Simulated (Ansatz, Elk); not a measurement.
# Bonding as seen by X-rays: TaTiSe2S2

Structure refinements treat a crystal as free atoms side by side. For a made-up structure of TaTiSe2S2 (cell and positions from a PBE relaxation) the runs below show what the calculated density changes in F(hkl).

Program: Elk 11.2.3 (patched build). Level of theory: DFT, PBE, all-electron APW+lo, Dirac cores, scalar-relativistic bands, static density, no spin. Results are calculated unless marked as measured.

This account leaves out most program logs.

The structure was built from a prototype and need not be the compound's stable phase.

### Step 1. The starting structure

The structure is trigonal, space group R3m (No. 160). The conventional cell has a = 3.434 Å, b = 3.434 Å, c = 40.581 Å, α = 90.00°, β = 90.00°, γ = 120.00°. Ta has 6 S at 2.49 Å nearest. Nearest to Se lie 3 Ti at 2.57 Å. Se has 3 Ti at 2.57 Å nearest. Nearest to Ti lie 6 Se at 2.57 Å. Nearest to S lie 3 Ta at 2.49 Å. S has 3 Ta at 2.49 Å nearest. Farther neighbours and most contacts between anions are not listed.

### Step 2. Ground state and structure factors

An all-electron density is needed, since X-rays see the cores too. Task 0 finds the density and task 195 Fourier-transforms it; tshift is off so that phases refer to the origin typed.

File elk.in:

```
tasks
  0
  195

xctype
  20

spinpol
  .false.

rgkmax
  7.0

gmaxvr
  14.0

lmaxo
  7

lmaxapw
  8

swidth
  0.002

tshift
  .false.

ramdisk
  .false.

hmaxvr
  5.5

maxscl
  120

epspot
  1e-06

sppath
  './'

avec
  3.24508289063 1.87354948045 25.56209178670
  -3.24508289063 1.87354948045 25.56209178670
  -0.00000000000 -3.74709896090 25.56209178670

atoms
  4
  'Ta.in'
  1
  0.0830524147 0.0830524147 0.0830524147   0.000000 0.000000 0.000000
  'Se.in'
  2
  0.6240693609 0.6240693609 0.6240693609   0.000000 0.000000 0.000000
  0.5436664176 0.5436664176 0.5436664176   0.000000 0.000000 0.000000
  'Ti.in'
  1
  0.9172252115 0.9172252115 0.9172252115   0.000000 0.000000 0.000000
  'S.in'
  2
  0.7869333510 0.7869333510 0.7869333510   0.000000 0.000000 0.000000
  0.3791865383 0.3791865383 0.3791865383   0.000000 0.000000 0.000000

ngridk
  8 8 8
```

The run is started by

```console
$ OMP_NUM_THREADS=4 elk
```

Run time: 6 min. Hardware: 4 threads of Arm Neoverse V2, shared host; peak memory 0.78 GiB.

SFACRHO.OUT:

```text

h k l indices transformed by vhmat matrix:
   1.000000000       0.000000000       0.000000000    
   0.000000000       1.000000000       0.000000000    
   0.000000000       0.000000000       1.000000000    

      h      k      l  multipl.   |H|            Re(F)            Im(F)           |F|

      0      0      0      1   0.0000000       195.00000      0.37152913E-16   195.00000    
     -1     -1     -1      1  0.24580091       1.2258562      -25.906946       25.935932    
      1      1      1      1  0.24580091       1.2258562       25.906946       25.935932    
     -2     -2     -2      1  0.49160181      -99.647767     -0.29364717       99.648200    
      2      2      2      1  0.49160181      -99.647767      0.29364717       99.648200    
      3      3      3      1  0.73740272     -0.25251222      -74.859021       74.859447    
     -3     -3     -3      1  0.73740272     -0.25251222       74.859021       74.859447    
      4      4      4      1  0.98320362      0.47749756      -2.4939753       2.5392748    
     -4     -4     -4      1  0.98320362      0.47749756       2.4939753       2.5392748    
      1      0      0      3   1.1208741       16.394063      -7.8858634       18.192090    
      0     -1      0      3   1.1208741       16.394063       7.8858634       18.192090    
      1      1      0      3   1.1298222       55.036073       66.111478       86.021490    
     -1      0     -1      3   1.1298222       55.036073      -66.111478       86.021490    
     -1     -1     -2      3   1.1649273      -59.507369      -74.413586       95.281209    
      2      1      1      3   1.1649273      -59.507369       74.413586       95.281209    
      2      2      1      3   1.1905770      -33.435050       3.2066062       33.588463    
     -2     -2     -1      3   1.1905770      -33.435050      -3.2066062       33.588463    
      5      5      5      1   1.2290045     -0.27907770       68.592264       68.592832
```

Elk indexes on the primitive cell of elk.in and gives |H| = 4π sin θ/λ in inverse bohr. Below, one row stands for each form hkl of the conventional cell (m members, Friedel mates merged), F is for one primitive cell and the density is static (no thermal factor). Free-atom factors are Waasmaier and Kirfel's, and R is Σm||F|−|F'||/Σm|F|.

| hkl | m | sin θ/λ (Å⁻¹) | abs F, DFT | neutral atoms | diff. | abs of complex diff. |
| --- | --- | --- | --- | --- | --- | --- |
| 003 | 2 | 0.037 | 25.936 | 26.005 | -0.069 | 0.069 |
| 006 | 2 | 0.074 | 99.648 | 99.440 | +0.208 | 0.208 |
| 009 | 2 | 0.111 | 74.859 | 74.972 | -0.113 | 0.113 |
| 0 0 12 | 2 | 0.148 | 2.539 | 2.692 | -0.152 | 0.542 |
| 101 | 6 | 0.169 | 18.192 | 18.442 | -0.250 | 0.471 |
| 012 | 6 | 0.170 | 86.022 | 86.068 | -0.046 | 0.051 |
| 104 | 6 | 0.175 | 95.281 | 95.107 | +0.174 | 0.177 |
| 015 | 6 | 0.179 | 33.588 | 34.108 | -0.519 | 0.561 |
| 0 0 15 | 2 | 0.185 | 68.593 | 68.652 | -0.059 | 0.069 |
| 107 | 6 | 0.189 | 103.184 | 103.241 | -0.057 | 0.072 |
| 018 | 6 | 0.195 | 21.586 | 21.873 | -0.287 | 0.342 |
| 1 0 10 | 6 | 0.208 | 32.184 | 32.161 | +0.023 | 0.101 |
| 0 1 11 | 6 | 0.216 | 116.413 | 116.833 | -0.419 | 0.421 |
| 0 0 18 | 2 | 0.222 | 55.654 | 56.701 | -1.047 | 1.047 |
| 1 0 13 | 6 | 0.232 | 130.733 | 130.954 | -0.221 | 0.231 |
| 0 1 14 | 6 | 0.241 | 24.423 | 24.593 | -0.171 | 0.173 |
| 0 0 21 | 2 | 0.259 | 20.335 | 20.314 | +0.021 | 0.070 |
| 1 0 16 | 6 | 0.259 | 19.697 | 19.673 | +0.024 | 0.083 |
| 0 1 17 | 6 | 0.269 | 101.891 | 102.284 | -0.393 | 0.394 |
| 1 0 19 | 6 | 0.288 | 47.735 | 47.869 | -0.134 | 0.134 |
| 110 | 6 | 0.291 | 133.958 | 134.385 | -0.427 | 0.427 |
| 113 | 12 | 0.293 | 21.771 | 21.732 | +0.039 | 0.039 |

### Step 3. The highest occupied states alone

An energy window below the Fermi level keeps the highest occupied states, to see at which angles they scatter; shallow core shells can lie inside it and anion s states outside. No new self-consistency is needed.

elk.in: that of step 2 with these lines changed.

```diff
@@ -1,3 +1,2 @@
 tasks
-  0
   195
@@ -40,2 +39,5 @@
 
+wsfac
+  -0.365800 0.485440
+
 sppath
```

The run is started by

```console
$ OMP_NUM_THREADS=4 elk
```

Run time: 25 s. Hardware: 4 threads; peak memory 0.49 GiB.

States within 15 eV below the Fermi level hold 33.00 electrons; any levels below the window count with the cores. Their amplitudes can exceed the total, where window and core parts have opposite phase:

| hkl | sin θ/λ (Å⁻¹) | abs F, window | abs F, all |
| --- | --- | --- | --- |
| 003 | 0.037 | 1.386 | 25.936 |
| 006 | 0.074 | 8.837 | 99.648 |
| 009 | 0.111 | 1.047 | 74.859 |
| 0 0 12 | 0.148 | 8.412 | 2.539 |
| 101 | 0.169 | 4.210 | 18.192 |
| 012 | 0.170 | 0.996 | 86.022 |
| 104 | 0.175 | 4.421 | 95.281 |
| 015 | 0.179 | 4.561 | 33.588 |
| 0 0 15 | 0.185 | 1.498 | 68.593 |
| 107 | 0.189 | 5.357 | 103.184 |

### Step 4. Another functional

The difference from free atoms is small, so it is set against the change that LDA (Perdew-Wang) makes.

elk.in: that of step 3 with these lines changed.

```diff
@@ -1,2 +1,3 @@
 tasks
+  0
   195
@@ -4,3 +5,3 @@
 xctype
-  20
+  3
 
@@ -39,5 +40,2 @@
 
-wsfac
-  -0.365800 0.485440
-
 sppath
```

The run is started by

```console
$ OMP_NUM_THREADS=4 elk
```

It took 5 min on 4 threads; peak memory 0.69 GiB; 18 min of CPU time.

Against the first run R = 0.04 %; the largest change is -0.049 at 0 2 37.

### Step 5. A coarser k-mesh

About half the k-points along each axis test the sampling.

elk.in: that of step 4 with these lines changed.

```diff
@@ -5,3 +5,3 @@
 xctype
-  3
+  20
 
@@ -66,2 +66,2 @@
 ngridk
-  8 8 8
+  4 4 4
```

The run is started by

```console
$ OMP_NUM_THREADS=4 elk
```

Wall time 2.1 min (4 threads); peak memory 0.77 GiB.

Against the first run R = 0.01 %; the largest change is -0.033 at 009.

### Step 6. Settings against the effect

| run | R against the first run (%) | R against neutral atoms, low angle (%) | wall time |
| --- | --- | --- | --- |
| PBE, rgkmax 7 | 0.00 | 0.34 | 6 min |
| LDA (Perdew-Wang) | 0.04 | 0.33 | 5 min |
| k-mesh 4×4×4 | 0.01 | 0.35 | 2.1 min |

### Step 7. Summary of results

| Item | Value |
| --- | --- |
| R against neutral atoms, sin θ/λ < 0.3 Å⁻¹ | 0.34 % |
| R against neutral atoms, 0.3 to 0.62 Å⁻¹ | 0.20 % |

Independent neutral atoms miss the calculated amplitudes by R = 0.34 % below 0.3 Å⁻¹ and 0.20 % from there to 0.62 Å⁻¹; by shells, 0.27 % below 0.15 Å⁻¹ (4 forms), 0.35 % 0.15 to 0.3 (20 forms), 0.22 % 0.3 to 0.45 (40 forms), 0.19 % above 0.45 (85 forms). Bonding, aspherical density and the tables' own atoms all enter these figures, and the runs don't part them. The largest change of an amplitude is -1.05 electrons, at 0 0 18. R counts amplitudes alone; phases shift too. The window's part falls from 33.0 electrons at the origin to at most 0.61 between 0.45 and 0.62 Å⁻¹. Below 0.3 Å⁻¹ the changes that finished (LDA (Perdew-Wang) and k-mesh 4×4×4) move F by R = 0.02 % at most, against the 0.34 % that separates it from free atoms. The basis has no finished test. These runs have no spin, though d or f shells may be open. The electron count is odd, so without spin the run is a metal by force. Spin-orbit coupling is left out, which can matter for elements this heavy. Part of the difference isn't bonding: the tables are fits to free atoms and ions calculated by other methods than this functional. Thermal motion, anomalous dispersion and extinction are left out.

[Logs are printed without paths, hosts, clocks, repeated set-up lines and the standing remarks that a program may print on its own settings, such as how far it seeks lower states.]

[Hosts, paths, dates, database ids (printed as entryN), source tags and the programs' standing remarks are cut or masked in the printed files.]
